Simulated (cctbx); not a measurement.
## Accept or mend?

Cell a = 5.1380 Å, b = 5.1380 Å, c = 37.4270 Å, α = 90.00°, β = 90.00°, γ = 120.00°; space group R-3m (no. 166).

The data are simulated with cctbx, not measured: Cu Kα, λ = 1.54184 Å, to d = 0.83 Å, 50 % of the full sphere, strongest reflection 40000 counts, noise from counting, a 1.5 % proportional error and a noise floor of 8 counts (s.d.); no absorption.

An anisotropic refinement with weights 1/σ² prints:

```text
Rint 0.016, 69 unique reflections to 1.31 A
cycle     R1     wR2    GooF  max shift (A)
   1  0.0282  0.0808   5.839   0.00510
   2  0.0056  0.0114   0.826   0.00002
final R1 0.0056 wR2 0.0114 GooF 0.826  parameters 24  data/parameter 2.9
atom        x        y        z      Ueq    occ   su(xyz)  su(Uiso or U11)
Ho1    0.33333  0.66667  0.81466   0.0083  1.000  0.00003  0.0007
Ho2    0.00000  0.00000  0.94996   0.0096  1.000  0.00002  0.0007
Rh1    0.50181  0.00361  0.89075   0.0133  1.000  0.00017  0.0006
Rh2    0.00000  0.50000  0.00000   0.0067  1.000  0.00000  0.0012
Rh3    0.00000  0.00000  0.72298   0.0113  1.000  0.00003  0.0007
Rh4    0.66667  0.33333  0.83333   0.0113  1.000  0.00000  0.0010
Rh5    0.66667  0.33333  0.72044   0.0166  1.000  0.00003  0.0008
difference map: max 0.51 min -0.31 rms 0.09
Q1    0.0000  0.0000  0.3498    6    0.51  1.40 A from Rh5
Q2    0.0987  0.5494  0.2736   18    0.26  1.07 A from Rh5
Q3    0.0000  0.0000  0.0811    6    0.24  1.16 A from Ho2
Q4    0.0623  0.1246  0.6167   18    0.20  0.57 A from Rh5
Q5    0.0400  0.5200  0.4226   18    0.18  1.60 A from Rh1
Q6    0.1098  0.2196  0.2123   18    0.17  0.68 A from Rh1
```

**Question.** Can this result stand? If not, what is the likely fault?

Mend it. The fault: data cut at low resolution. Against the right model at the same level, R1 goes from 0.0087 to 0.0056 and GooF from 0.99 to 0.83. The atoms are right, but there are too few data for the parameters: R1 flatters and the s.u.s grow. Data per parameter fall from 10 to 2.9.

The compound is Ho2Rh7. The right model at the same level gives:

```text
Rint 0.018, 239 unique reflections to 0.83 A
cycle     R1     wR2    GooF  max shift (A)
   1  0.0587  0.1438   7.912   0.00580
   2  0.0087  0.0180   0.990   0.00000
final R1 0.0087 wR2 0.0180 GooF 0.990  parameters 24  data/parameter 10.0
atom        x        y        z      Ueq    occ   su(xyz)  su(Uiso or U11)
Ho1    0.33333  0.66667  0.81467   0.0083  1.000  0.00001  0.0002
Ho2    0.00000  0.00000  0.94998   0.0095  1.000  0.00001  0.0002
Rh1    0.50183  0.00366  0.89076   0.0130  1.000  0.00007  0.0001
Rh2    0.00000  0.50000  0.00000   0.0068  1.000  0.00000  0.0002
Rh3    0.00000  0.00000  0.72298   0.0109  1.000  0.00001  0.0002
Rh4    0.66667  0.33333  0.83333   0.0113  1.000  0.00000  0.0003
Rh5    0.66667  0.33333  0.72048   0.0161  1.000  0.00001  0.0002
difference map: max 0.72 min -1.12 rms 0.18
Q1    0.0778  0.1555  0.0681   18    0.73  0.97 A from Ho2
Q2    0.0000  0.0000  0.1257    6    0.68  0.84 A from Ho1
Q3    0.1101  0.2202  0.6046   18    0.64  1.03 A from Rh5
Q4    0.0000  0.0000  0.3503    6    0.62  1.38 A from Rh5
Q5    0.0000  0.0000  0.3138    6    0.58  1.38 A from Rh3
Q6    0.0739  0.5369  0.4557   18    0.54  1.45 A from Rh1
```

The model was made for the exercise: a known structure type with other elements put in, its volume estimated, not relaxed; displacement parameters are assumed.

[Middle refinement cycles are left out of these outputs.]

[Logs are printed without paths, hosts, clocks, repeated set-up lines and the standing remarks that a program may print on its own settings, such as how far it seeks lower states.]
